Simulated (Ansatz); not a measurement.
# Supercells of the unslipped end of a generalised stacking fault on (111) (glide set) of a Ge-Si solid solution (72 atoms): plane waves and support functions, part 2 of 2

Aim: repeat one cell of the unslipped end of a generalised stacking fault on (111) (glide set) of a Ge-Si solid solution (72 atoms) to ever larger supercells at Γ and follow error, time and memory.

Ansatz 0.2.0; Kohn-Sham DFT, RPBE, PAW (set soft_2), plane waves.

The cell: 51 Ge and 21 Si. The host structure and its lattice constant were typed by rule, without a check against the phase diagram.

So far. Step 4 (Support functions, 72 atoms): The energy lies 95.4 meV/atom above the dense-mesh reference, and 1.0 meV/atom below plane waves of the same size, an offset between the two bases that leaves the sampling error alike. Step 5 (Plane waves, 144 atoms): The energy lies 66.2 meV/atom above the dense-mesh reference.

## (6) Support functions, 144 atoms

The repeated cell is solved at Γ in support functions.

This step: Kohn-Sham DFT, RPBE, PAW (set soft_2), localised support functions (medium) (Ansatz 0.2.0).

Contents of input.yaml:

```yaml
crystal:
  lattice:
    - [6.84865, 0.0, 0.0]
    - [0.0, 11.86221, 0.0]
    - [0.0, 0.0, 19.57091]
  atoms:
    [... the 72 atom lines of step 2 ...]
  supercell: [2, 1, 1]
kpoints:
  mp_grid: { grid: [1, 1, 1] }
hamiltonian:
  xc: rpbe
scf:
  occupations: { method: fermi_dirac, width: 0.05 }
  eigensolver: { kind: { support_functions: { accuracy: medium } } }
  mixing: { beta: 0.4 }
  max_iter: 150
output:
  forces: true
```

Started as:

```console
ansatz run input.yaml --threads 8 --pin off --max-ram 15872MiB --backend cpu --events-out ev --progress --plain --runs-dir out
```

Numbers of over 12 decimals in the logs are rounded to 6 here.

The log of the run:

```text
Warning: scf.eigensolver.kind.support_functions: disabling space-group detection — the functions' gradient is summed over unrotated k-points, so no spatial operation reduces the k-mesh or symmetrises the density; time reversal is kept, so that k and −k are solved as one point where they differ and the mesh holds both, and exact exchange and, on two spinor components, a DFT+U term hold to it where the run has them: [...]
settings of this run that can trade accuracy for cost: scf.eigensolver.kind.support_functions [...]
[...]
Crystal: 144 atoms, lattice volume = 3179.886 Å³
Basis set: ecut = 420 eV, 62135 PW (Γ), exchange–correlation on 192×160×270 points (8 copies of the dense FFT grid, shifted against one another)
Bands: 958, of which v1, the nominal top of the filled ones, is band 798 counted from 1 (797 counted from 0)
Symmetry: 1 space group operations
k-points: 1
[...]
SCF iter   1: F=—  HF=-465462.660480 eV  |F-HF|=—  |Δ(HF+E_count)|=         —  Δρ=3.43e-2  dr2=3.89e1  ethr=1.00e-1
[...]
SCF iter  12: F=—  HF=-465488.810280 eV  |F-HF|=—  |Δ(HF+E_count)|=   1.83e-3  Δρ=6.91e-6  dr2=1.03e-6  ethr=5.54e-10  κ⁻¹=4.9e-6(r=7)
SCF iter  13: F=-465488.811829 eV  HF=-465488.811829 eV  |F-HF|=6.86e-8  |Δ(HF+E_count)|=   1.55e-3  Δρ=4.01e-6  dr2=3.15e-7  ethr=6.45e-11
SCF 1 converged in 13 iterations: F = -465488.843905 eV  dr2 = 3.15e-7
[...]
SCF converged after 13 iterations
Stability not checked: this state was not tested for a lower state beside it, because the mixer in use, unlike msr1, does not test its closes by its own steps (another_mixer; see scf.mixing.algorithm and scf.lower_state_search)
Free energy (F): -465488.843905 eV
[...]
Internal energy: -465488.799240 eV  (E = F + TS)
E sigma→0 (E₀):  -465488.821573 eV
Entropy (-TS):   -0.044665 eV (-0.310 meV/atom)
Fermi energy:    8.320229 eV
[...]
Σ components = -465488.843905   (vs F -465488.843905, Δ=0.00e0)
--- Forces (eV/Å), atoms counted from 1 ---
  atom   1  Ge     0.33317918    -0.49881219    -1.34813600
  atom   2  Ge    -0.14766575    -0.53505935    -0.09189888
  atom   3  Ge     0.03784661    -0.08085999     0.39446335
  atom   4  Si     0.08617293     0.07838102     0.06956336
  atom   5  Si    -0.27797804    -0.30781711    -1.83362494
  atom   6  Ge     0.36223774     0.11484248    -0.27754245
  [... forces on the other 138 atoms ...]
  max |Σ_I F_I| component: 5.84e-3 eV/Å
--- Band table (eV) ---
[... left out ...]
  guard bands above this table: 139 of the run's 958 bands (output.publish_guard_bands: true publishes all)
[...]
```

It took 2.5 min on 8 threads of Arm Neoverse V1, shared host; peak memory 6.1 GiB.

The program repeats the typed cell 2×1×1 times, 144 atoms in all; totals in the log are those of the whole repeated cell, and force differences are taken after averaging over the copies of each atom.

The energy lies 65.2 meV/atom above the dense-mesh reference, and 1.0 meV/atom below plane waves of the same size, an offset between the two bases that leaves the sampling error alike.

## (7) All sizes together

Differences are against the typed cell on a 5×3×2 mesh, which samples like Γ on 2160 atoms (r.m.s. force component 0.471 eV/Å). Every repeated cell is solved at Γ, and forces are averaged over the copies of each atom. Hardware: 8 threads of Arm Neoverse V1, shared host.

```
atoms  repeats              basis  Δ force, r.m.s. (meV/Å)  Δ energy (meV/atom)  less plane waves of the same size (meV/atom)  spread among copies (meV/Å)  SCF cycles     time  host memory (GiB)
   72    1×1×1        plane waves                      215                 96.4                                             -                            -           9     12 s                2.3
   72    1×1×1  support functions                      215                 95.4                                          -1.0                            -          13     66 s                3.5
  144    2×1×1        plane waves                     29.8                 66.2                                             -                            0           8     61 s                6.2
  144    2×1×1  support functions                     29.8                 65.2                                          -1.0                            0          13  2.5 min                6.1
```

## (8) The reference in detail

With the settings judged, the reference run is read for its physics.

Length of the force by element:

```
element  coordination  atoms  mean length of the force (eV/Å)  spread  least  most
     Ge           all     51                            0.614   0.394  0.140  1.95
     Si           all     21                            0.843   0.530  0.139  1.91
```

Löwdin charges by element (they lack the spilled electrons, 0.025 e an atom on average):

```
element  coordination  atoms  mean charge (e)  spread    least    most
     Ge           all     51           0.0097  0.0171  -0.0465  0.0425
     Si           all     21            0.063   0.019   0.0251  0.0947
```

Charge against the make-up of the first shell:

```
Si neighbours of Ge  atoms  mean charge (e)
                  0     14            0.027
                  1     23            0.013
                  2     10           -0.006
                  3      3           -0.025
                  4      1           -0.046
```

Density of states as counts of states in windows of 0.5 eV (from the Fermi level), total and the larger projections:

```
from (eV)  to (eV)  total  Ge p  Si p  Ge s  Si s
      -10     -9.5   10.0   2.2   0.9   4.5   2.4
     -9.5       -9    7.4   1.7   0.7   2.9   2.0
       -9     -8.5    3.9   1.0   0.4   1.7   0.7
     -8.5       -8    8.8   2.7   0.9   3.9   1.3
       -8     -7.5   15.2   5.3   2.0   5.6   2.2
     -7.5       -7   12.3   4.4   1.8   3.6   2.4
       -7     -6.5    8.2   2.9   1.3   2.3   1.7
     -6.5       -6    7.7   2.8   1.2   2.1   1.6
       -6     -5.5    3.7   1.4   0.6   1.1   0.7
     -5.5       -5    4.3   1.7   0.6   1.2   0.7
       -5     -4.5   11.1   7.1   2.5   0.9   0.5
     -4.5       -4   19.0  12.5   4.8   1.0   0.5
       -4     -3.5   21.4  13.8   5.7   1.2   0.6
     -3.5       -3   25.4  16.7   7.2   0.8   0.4
       -3     -2.5   23.9  15.9   6.8   0.7   0.3
     -2.5       -2   22.3  14.9   6.4   0.6   0.3
       -2     -1.5   16.2  10.8   4.8   0.3   0.1
     -1.5       -1    9.3   6.1   2.8   0.1   0.1
       -1     -0.5    3.6   2.3   1.2   0.0   0.0
     -0.5        0    0.8   0.5   0.3   0.0   0.0
        0      0.5    2.9   1.0   0.5   0.9   0.3
      0.5        1   11.6   4.5   2.2   2.9   0.9
        1      1.5   22.1   9.0   4.3   5.3   1.6
      1.5        2   25.1  10.6   4.9   4.9   2.2
        2      2.5   19.6   8.5   4.0   3.0   1.7
      2.5        3   21.1   9.9   4.9   2.4   1.3
```

Between -26 and -10 eV lie 564 more states.

The levels nearest the highest filled one (over half full), pooled over k-points and spins:

```
level less the highest filled one (eV)  occupation
                                -0.218        2.00
                                -0.178        2.00
                               -0.0807        1.99
                               -0.0536        1.98
                               -0.0226        1.95
                                     0        1.93
                                 0.328       0.074
                                 0.416       0.013
                                 0.421       0.012
                                 0.426       0.011
                                 0.473       0.004
                                 0.484       0.003
```

Mean Löwdin charges: Ge +0.01, Si +0.06 e. Charges this small depend on the projection, at times even in sign. The charge on Ge changes by -0.017 e for each Si neighbour that takes the place of another kind, on average.

## (9) Results

```json
{"free energy per atom": "-3232.6266 eV/atom", "density": "4.485 g/cm³", "pressure": "3.986 GPa", "r.m.s. force component": "0.4711 eV/Å", "spacing of highest filled and lowest empty level": "0.3283 eV", "wall time of the 5 DFT runs": "20 min"}
```

What this shows: Repeating the cell at Γ samples more k-points: in plane waves the energy difference from the dense mesh goes from 96.4 meV/atom at 72 atoms to 66.2 at 144, and the force difference from 215 to 30 meV/Å. At equal size the support functions lie 1.0 meV/atom below plane waves, likely because their grid holds more waves than 420 eV; no run tests this. At the largest size the support functions' forces differ from the reference by 6.3 % of the r.m.s. force, which holds the difference of sampling between the two as well as that of the basis.

The highest filled and lowest empty levels lie 0.328 eV apart (on the run's k-points), but 3 levels are partly filled, by over 2 %, under the smearing.

What to keep in mind: The geometry was built by rule, was displaced at random and isn't relaxed at this level: its force components are 0.47 eV/Å r.m.s. The pressure of 4.0 GPa belongs to a cell and atoms that aren't relaxed at this level.

[Logs are printed without paths, hosts, clocks, repeated set-up lines and the standing remarks that a program may print on its own settings, such as how far it seeks lower states.]

[Hosts, paths, dates, database ids (printed as entryN), source tags and the programs' standing remarks are cut or masked in the printed files.]
